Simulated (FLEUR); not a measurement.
# FeNiPt2: energy against a fixed spin moment

How stiff is the moment of FeNiPt2, and are there other minima?

Method: LDA (VWN); all-electron FLAPW, Dirac cores, scalar-relativistic bands, in FLEUR MaX-R8.1.

Report form: the programs' logs are mostly left out.

## 1. Set-up

It takes space group P4/mmm (No. 123, tetragonal). Conventional cell: a = 3.858 Å, b = 3.858 Å, c = 3.640 Å, α = 90.00°, β = 90.00°, γ = 90.00°. Nearest to Fe lie 8 Pt at 2.65 Å and 4 Ni at 2.73 Å. Nearest to Ni lie 8 Pt at 2.65 Å and 4 Fe at 2.73 Å. Pt has 4 Fe at 2.65 Å and 4 Ni at 2.65 Å and 4 Pt at 2.73 Å nearest. Farther neighbours are not listed.

Structure file:

```xyz
4
Lattice="3.8579 0.0000 0.0000 0.0000 3.8579 0.0000 0.0000 0.0000 3.6396" Properties=species:S:1:pos:R:3 pbc="T T T"
Fe    0.0000    0.0000    0.0000
Ni    1.9290    1.9290    0.0000
Pt    1.9290    0.0000    1.8198
Pt    0.0000    1.9290    1.8198
```

The cell comes from a database of computed structures and need not be the stable phase.

## 2. The free run

The free run tells which range of moments is worth scanning.

inpgen writes inp.xml from crystal.txt; cutoffs, mixing, functional, smearing and local orbitals are then set in the file. The k list default-1 (kpts.xml, not shown) is a Γ-centred 8×8×8 mesh; where the ranks do not divide the number of points, some are split in two of half the weight.

inp.xml

```
<?xml version="1.0" encoding="UTF-8" standalone="no"?>
<fleurInput fleurInputVersion="0.39">
   <comment>
      FeNiPt2
   </comment>
   <calculationSetup>
      <cutoffs Kmax="3.6" Gmax="10.8" GmaxXC="10.8" numbands="0"/>
      <scfLoop itmax="90" minDistance="0.00002" maxIterBroyd="15" imix="Anderson" alpha="0.05" precondParam="0.0" spinf="2.0" sdNocoIR="T"/>
      <coreElectrons ctail="T" frcor="F" kcrel="0" coretail_lmax="0"/>
      <xcFunctional name="vwn" relativisticCorrections="F"/>
      <magnetism jspins="2"/>
      <soc l_soc="F" theta="0.0" phi="0.0" spav="F"/>
      <expertModes spex="0" secvar="F"/>
      <geometryOptimization l_f="F" forcealpha="1.0" forcemix="BFGS" epsdisp="0.00001" epsforce="0.00001"/>
      <ldaU l_linMix="F" mixParam="0.05" spinf="1.0"/>
   </calculationSetup>
   <cell>
      <bzIntegration valenceElectrons="66.0" mode="hist" fermiSmearingEnergy="0.00293995">
         <kPointListSelection listName="default-1"/>
         <xi:include xmlns:xi="http://www.w3.org/2001/XInclude" href="kpts.xml"> </xi:include>
      </bzIntegration>
      <xi:include xmlns:xi="http://www.w3.org/2001/XInclude" href="sym.xml"> </xi:include>
      <bulkLattice scale="1.0">
         <bravaisMatrix>
            <row-1>    7.2903997384244095     0.0000000000000000     0.0000000000000000</row-1>
            <row-2>    0.0000000000000000     7.2903997384244095     0.0000000000000000</row-2>
            <row-3>    0.0000000000000000     0.0000000000000000     6.8778984902611811</row-3>
         </bravaisMatrix>
      </bulkLattice>
   </cell>
   <atomSpecies>
      <species name="Iron (Fe) 2.800" element="Fe" atomicNumber="26">
         <mtSphere radius="2.44" gridPoints="807" logIncrement="0.015"/>
         <atomicCutoffs lmax="10" lnonsphr="8"/>
         <electronConfig flipSpins="F">
            <coreConfig>(1s1/2) (2s1/2) (2p1/2) (2p3/2)</coreConfig>
            <valenceConfig>(3s1/2) (3p1/2) (3p3/2) (4s1/2) (3d3/2) (3d5/2)</valenceConfig>
            <stateOccupation state="(3d3/2)" spinUp="1.4" spinDown="1.0"/>
            <stateOccupation state="(3d5/2)" spinUp="3.0" spinDown="0.6"/>
         </electronConfig>
         <energyParameters s="4" p="4" d="3" f="4"/>
         <lo type="SCLO" l="0" n="3" eDeriv="0"/>
         <lo type="SCLO" l="1" n="3" eDeriv="0"/>
      </species>
      <species name="Nickel (Ni1.001" element="Ni" atomicNumber="28">
         <mtSphere radius="2.44" gridPoints="807" logIncrement="0.015"/>
         <atomicCutoffs lmax="10" lnonsphr="8"/>
         <electronConfig flipSpins="F">
            <coreConfig>(1s1/2) (2s1/2) (2p1/2) (2p3/2)</coreConfig>
            <valenceConfig>(3s1/2) (3p1/2) (3p3/2) (4s1/2) (3d3/2) (3d5/2)</valenceConfig>
            <stateOccupation state="(3d3/2)" spinUp="1.6" spinDown="1.6"/>
            <stateOccupation state="(3d5/2)" spinUp="2.9005" spinDown="1.8995"/>
         </electronConfig>
         <energyParameters s="4" p="4" d="3" f="4"/>
         <lo type="SCLO" l="0" n="3" eDeriv="0"/>
         <lo type="SCLO" l="1" n="3" eDeriv="0"/>
      </species>
      <species name="Platinum (Pt)" element="Pt" atomicNumber="78">
         <mtSphere radius="2.44" gridPoints="807" logIncrement="0.017"/>
         <atomicCutoffs lmax="10" lnonsphr="8"/>
         <electronConfig flipSpins="F">
            <coreConfig>(1s1/2) (2s1/2) (2p1/2) (2p3/2) (3s1/2) (3p1/2) (3p3/2) (4s1/2) (3d3/2) (3d5/2) (4p1/2) (4p3/2) (5s1/2) (4d3/2) (4d5/2) (4f5/2) (4f7/2)</coreConfig>
            <valenceConfig>(5p1/2) (5p3/2) (6s1/2) (5d3/2) (5d5/2)</valenceConfig>
            <stateOccupation state="(6s1/2)" spinUp="0.500000" spinDown="0.500000"/>
            <stateOccupation state="(5d3/2)" spinUp="1.800000" spinDown="1.800000"/>
            <stateOccupation state="(5d5/2)" spinUp="2.700000" spinDown="2.700000"/>
         </electronConfig>
         <energyParameters s="6" p="6" d="5" f="5"/>
         <lo type="SCLO" l="1" n="5" eDeriv="0"/>
      </species>
   </atomSpecies>
   <atomGroups>
      <atomGroup species="Iron (Fe) 2.800">
         <relPos label="                   1">.0000000000 .0000000000 .0000000000</relPos>
         <force calculate="T" relaxXYZ="TTT"/>
      </atomGroup>
      <atomGroup species="Nickel (Ni1.001">
         <relPos label="                   2">1.000/2.000 1.000/2.000 .0000000000</relPos>
         <force calculate="T" relaxXYZ="TTT"/>
      </atomGroup>
      <atomGroup species="Platinum (Pt)">
         <relPos label="                   3">1.000/2.000 .0000000000 1.000/2.000</relPos>
         <relPos label="                   4">.0000000000 1.000/2.000 1.000/2.000</relPos>
         <force calculate="T" relaxXYZ="TTT"/>
      </atomGroup>
   </atomGroups>
   <output dos="F" band="F" slice="F">
      <bandDOS minEnergy="-.5*Htr" maxEnergy="0.5*Htr" sigma="0.015" storeEVData="T"/>
      <plotting iplot="0" polar="F">
         <plot TwoD="T" vec1="  1.0  0.0  0.0" vec2="  0.0  1.0  0.0" vec3="  0.0  0.0  1.0" zero="  0.0  0.0  0.0" file="plot"/>
      </plotting>
      <moessbauerParams electricFieldGradient="F" isomerShift="F" coreHyperfine="F" valenceHyperfine="F"/>
   </output>
</fleurInput>
```

crystal.txt

```
FeNiPt2
&input film=F cartesian=F /
3.85791340000  0.00000000000  0.00000000000
0.00000000000  3.85791340000  0.00000000000
0.00000000000  0.00000000000  3.63962714000
1.8897261246
1.0 1.0 1.0

4
26 0.00000000000  0.00000000000  0.00000000000 : 2.800
28 0.50000000000  0.50000000000  0.00000000000 : 1.001
78 0.50000000000  0.00000000000  0.50000000000
78 0.00000000000  0.50000000000  0.50000000000

&kpt div1=8 div2=8 div3=8 gamma=T /
```

Command:

```sh
$ OMP_NUM_THREADS=1 inpgen -f crystal.txt > inpgen.log  # inp.xml is then edited as shown
$ OMP_NUM_THREADS=1 mpirun -n 4 fleur_MPI > fleur.log
```

Wall time 80 s (4 MPI ranks of Intel Xeon Platinum 8375C at 2.90GHz (Ice Lake), shared host); peak memory 0.33 GiB.

Spin moment in the muffin-tin sphere by atom:

| atom | spin moment in the muffin-tin sphere (μB) |
| --- | --- |
| Fe1 | 3.10 |
| Ni2 | 0.73 |
| Pt3 | 0.38 |
| Pt4 | 0.38 |

Numbers from this step:

```
free energy                                                       : -1079257.6910 eV
program's band gap on this mesh (in a metal only a level spacing) : 1.25e-4 eV
magnetization                                                     : 4.551 μB
final state                                                       : ferromagnetic
```

After 28 cycles the largest moment stands at 3.10 μB.

## 3. No spin polarisation

inp.xml: that of step 2 with these lines changed.

```diff
@@ -10,3 +10,3 @@
       <xcFunctional name="vwn" relativisticCorrections="F"/>
-      <magnetism jspins="2"/>
+      <magnetism jspins="1"/>
       <soc l_soc="F" theta="0.0" phi="0.0" spav="F"/>
@@ -31,3 +31,3 @@
    <atomSpecies>
-      <species name="Iron (Fe) 2.800" element="Fe" atomicNumber="26">
+      <species name="Iron (Fe)" element="Fe" atomicNumber="26">
          <mtSphere radius="2.44" gridPoints="807" logIncrement="0.015"/>
@@ -37,4 +37,4 @@
             <valenceConfig>(3s1/2) (3p1/2) (3p3/2) (4s1/2) (3d3/2) (3d5/2)</valenceConfig>
-            <stateOccupation state="(3d3/2)" spinUp="1.4" spinDown="1.0"/>
-            <stateOccupation state="(3d5/2)" spinUp="3.0" spinDown="0.6"/>
+            <stateOccupation state="(3d3/2)" spinUp="1.200000" spinDown="1.200000"/>
+            <stateOccupation state="(3d5/2)" spinUp="1.800000" spinDown="1.800000"/>
          </electronConfig>
@@ -44,3 +44,3 @@
       </species>
-      <species name="Nickel (Ni1.001" element="Ni" atomicNumber="28">
+      <species name="Nickel (Ni)" element="Ni" atomicNumber="28">
          <mtSphere radius="2.44" gridPoints="807" logIncrement="0.015"/>
@@ -50,4 +50,4 @@
             <valenceConfig>(3s1/2) (3p1/2) (3p3/2) (4s1/2) (3d3/2) (3d5/2)</valenceConfig>
-            <stateOccupation state="(3d3/2)" spinUp="1.6" spinDown="1.6"/>
-            <stateOccupation state="(3d5/2)" spinUp="2.9005" spinDown="1.8995"/>
+            <stateOccupation state="(3d3/2)" spinUp="1.600000" spinDown="1.600000"/>
+            <stateOccupation state="(3d5/2)" spinUp="2.400000" spinDown="2.400000"/>
          </electronConfig>
@@ -72,3 +72,3 @@
    <atomGroups>
-      <atomGroup species="Iron (Fe) 2.800">
+      <atomGroup species="Iron (Fe)">
          <relPos label="                   1">.0000000000 .0000000000 .0000000000</relPos>
@@ -76,3 +76,3 @@
       </atomGroup>
-      <atomGroup species="Nickel (Ni1.001">
+      <atomGroup species="Nickel (Ni)">
          <relPos label="                   2">1.000/2.000 1.000/2.000 .0000000000</relPos>
```

crystal.txt: that of step 2 with these lines changed.

```diff
@@ -9,4 +9,4 @@
 4
-26 0.00000000000  0.00000000000  0.00000000000 : 2.800
-28 0.50000000000  0.50000000000  0.00000000000 : 1.001
+26 0.00000000000  0.00000000000  0.00000000000
+28 0.50000000000  0.50000000000  0.00000000000
 78 0.50000000000  0.00000000000  0.50000000000
```

The job ended after 31 s (4 MPI ranks; peak memory 0.25 GiB).

This step gave:

| Property | Result |
| --- | --- |
| free energy | -1079256.8782 eV |
| program's band gap on this mesh (in a metal only a level spacing) | 0.002635 eV |
| final state | non-magnetic (no spin polarisation) |

Its energy lies +812.7 meV a cell from the free run's.

## 4. Moment fixed at 4.608 μB

Two Fermi energies hold the total moment; the run starts from the free run's density.

inp.xml: that of step 3 with these lines changed.

```diff
@@ -10,3 +10,3 @@
       <xcFunctional name="vwn" relativisticCorrections="F"/>
-      <magnetism jspins="1"/>
+      <magnetism jspins="2" fixed_moment="4.608"/>
       <soc l_soc="F" theta="0.0" phi="0.0" spav="F"/>
@@ -31,3 +31,3 @@
    <atomSpecies>
-      <species name="Iron (Fe)" element="Fe" atomicNumber="26">
+      <species name="Iron (Fe) 2.800" element="Fe" atomicNumber="26">
          <mtSphere radius="2.44" gridPoints="807" logIncrement="0.015"/>
@@ -37,4 +37,4 @@
             <valenceConfig>(3s1/2) (3p1/2) (3p3/2) (4s1/2) (3d3/2) (3d5/2)</valenceConfig>
-            <stateOccupation state="(3d3/2)" spinUp="1.200000" spinDown="1.200000"/>
-            <stateOccupation state="(3d5/2)" spinUp="1.800000" spinDown="1.800000"/>
+            <stateOccupation state="(3d3/2)" spinUp="1.4" spinDown="1.0"/>
+            <stateOccupation state="(3d5/2)" spinUp="3.0" spinDown="0.6"/>
          </electronConfig>
@@ -44,3 +44,3 @@
       </species>
-      <species name="Nickel (Ni)" element="Ni" atomicNumber="28">
+      <species name="Nickel (Ni1.001" element="Ni" atomicNumber="28">
          <mtSphere radius="2.44" gridPoints="807" logIncrement="0.015"/>
@@ -50,4 +50,4 @@
             <valenceConfig>(3s1/2) (3p1/2) (3p3/2) (4s1/2) (3d3/2) (3d5/2)</valenceConfig>
-            <stateOccupation state="(3d3/2)" spinUp="1.600000" spinDown="1.600000"/>
-            <stateOccupation state="(3d5/2)" spinUp="2.400000" spinDown="2.400000"/>
+            <stateOccupation state="(3d3/2)" spinUp="1.6" spinDown="1.6"/>
+            <stateOccupation state="(3d5/2)" spinUp="2.9005" spinDown="1.8995"/>
          </electronConfig>
@@ -72,3 +72,3 @@
    <atomGroups>
-      <atomGroup species="Iron (Fe)">
+      <atomGroup species="Iron (Fe) 2.800">
          <relPos label="                   1">.0000000000 .0000000000 .0000000000</relPos>
@@ -76,3 +76,3 @@
       </atomGroup>
-      <atomGroup species="Nickel (Ni)">
+      <atomGroup species="Nickel (Ni1.001">
          <relPos label="                   2">1.000/2.000 1.000/2.000 .0000000000</relPos>
```

Command:

```sh
$ OMP_NUM_THREADS=1 mpirun -n 4 fleur_MPI > fleur.log
```

Run time: 36 s. Hardware: 4 MPI ranks; peak memory 0.33 GiB; 2.4 min of CPU time.

Read from the output:

```yaml
magnetization: 4.608 μB
```

Its energy lies +0.1 meV a cell from the free run's.

## 5. Moment fixed at 3.84 μB

inp.xml: that of step 4 with these lines changed.

```diff
@@ -10,3 +10,3 @@
       <xcFunctional name="vwn" relativisticCorrections="F"/>
-      <magnetism jspins="2" fixed_moment="4.608"/>
+      <magnetism jspins="2" fixed_moment="3.84"/>
       <soc l_soc="F" theta="0.0" phi="0.0" spav="F"/>
```

Elapsed: 78 s, on 4 MPI ranks; peak memory 0.32 GiB; 5.2 min of CPU time.

This step gave:

```
magnetization : 3.84 μB
```

Its energy lies +50.3 meV a cell from the free run's.

## 6. Moment fixed at 5.376 μB

inp.xml: that of step 5 with these lines changed.

```diff
@@ -10,3 +10,3 @@
       <xcFunctional name="vwn" relativisticCorrections="F"/>
-      <magnetism jspins="2" fixed_moment="3.84"/>
+      <magnetism jspins="2" fixed_moment="5.376"/>
       <soc l_soc="F" theta="0.0" phi="0.0" spav="F"/>
```

Elapsed: 62 s, on 4 MPI ranks; peak memory 0.33 GiB; 4.1 min of CPU time.

Numbers from this step:

```
magnetization : 5.376 μB
```

Its energy lies +113.8 meV a cell from the free run's.

## 7. An attempt with other settings

A slip in the input shows what the program catches and what it lets pass.

inp.xml: that of step 2 with these lines changed.

```diff
@@ -7,3 +7,3 @@
       <cutoffs Kmax="3.6" Gmax="10.8" GmaxXC="10.8" numbands="0"/>
-      <scfLoop itmax="90" minDistance="0.00002" maxIterBroyd="15" imix="Anderson" alpha="0.05" precondParam="0.0" spinf="2.0" sdNocoIR="T"/>
+      <scfLoop itmax="75" minDistance="0.00002" maxIterBroyd="15" imix="Anderson" alpha="0.05" precondParam="0.0" spinf="2.0" sdNocoIR="T"/>
       <coreElectrons ctail="T" frcor="F" kcrel="0" coretail_lmax="0"/>
@@ -11,3 +11,3 @@
       <magnetism jspins="2"/>
-      <soc l_soc="F" theta="0.0" phi="0.0" spav="F"/>
+      <soc l_soc="T" theta="0.37" phi="0.11" spav="F"/>
       <expertModes spex="0" secvar="F"/>
```

crystal.txt is that of step 2.

Command:

```sh
$ OMP_NUM_THREADS=1 inpgen -f crystal.txt > inpgen.log  # inp.xml is then edited as shown
$ OMP_NUM_THREADS=1 mpirun -n 4 fleur_MPI > fleur.log
```

It took 2.9 s on 4 MPI ranks; peak memory 0.11 GiB.

The program refused the input before any cycle.

The program's message: “mapatom”

The fault in the input: spin-orbit coupling along an axis that the symmetry forbids.

The symmetry operations must keep the spin axis; inpgen finds them when the axis is given by &soc.

## 8. The curve

The other moments were run in the same way.

The energy over the lowest by total spin moment:

| total spin moment (μB a cell) | energy over the lowest (meV a cell) |
| --- | --- |
| 0.00 | 813 |
| 0.77 | 675 |
| 1.54 | 495 |
| 2.30 | 308 |
| 3.07 | 154 |
| 3.84 | 50.3 |
| 4.55 | 0 |
| 4.61 | 0.0991 |
| 5.38 | 114 |
| 6.14 | 574 |

Table of moment, largest sphere moment by total spin moment:

| total spin moment (μB a cell) | moment, largest sphere moment (μB) |
| --- | --- |
| 0.00 | 0 |
| 0.77 | 1.52 |
| 1.54 | 2.14 |
| 2.30 | 2.65 |
| 3.07 | 2.93 |
| 3.84 | 3.00 |
| 4.55 | 3.10 |
| 4.61 | 3.12 |
| 5.38 | 3.28 |
| 6.14 | 3.44 |

## 9. Summary of results

- moment of the free run: 4.55 μB a cell
- moment of the lowest point: 4.55 μB a cell
- energy of the spinless run: 813 meV a cell over the lowest

What this shows: The lowest point lies 813 meV a cell under the spinless run, in free energy at a smearing of 0.08 eV. The point at zero is the spinless run. Opposed orders, which also have no total moment, were not run.

[Logs and program files are shortened in this print: banners, set-up blocks, solver, clock and traceback lines can be left out without a mark of their own.]

[Logs are printed without paths, hosts, clocks, repeated set-up lines and the standing remarks that a program may print on its own settings, such as how far it seeks lower states.]

[Hosts, paths, dates, database ids (printed as entryN), source tags and the programs' standing remarks are cut or masked in the printed files.]

[Where a cell is said to come from a database of computed structures, the database is the Materials Project.]
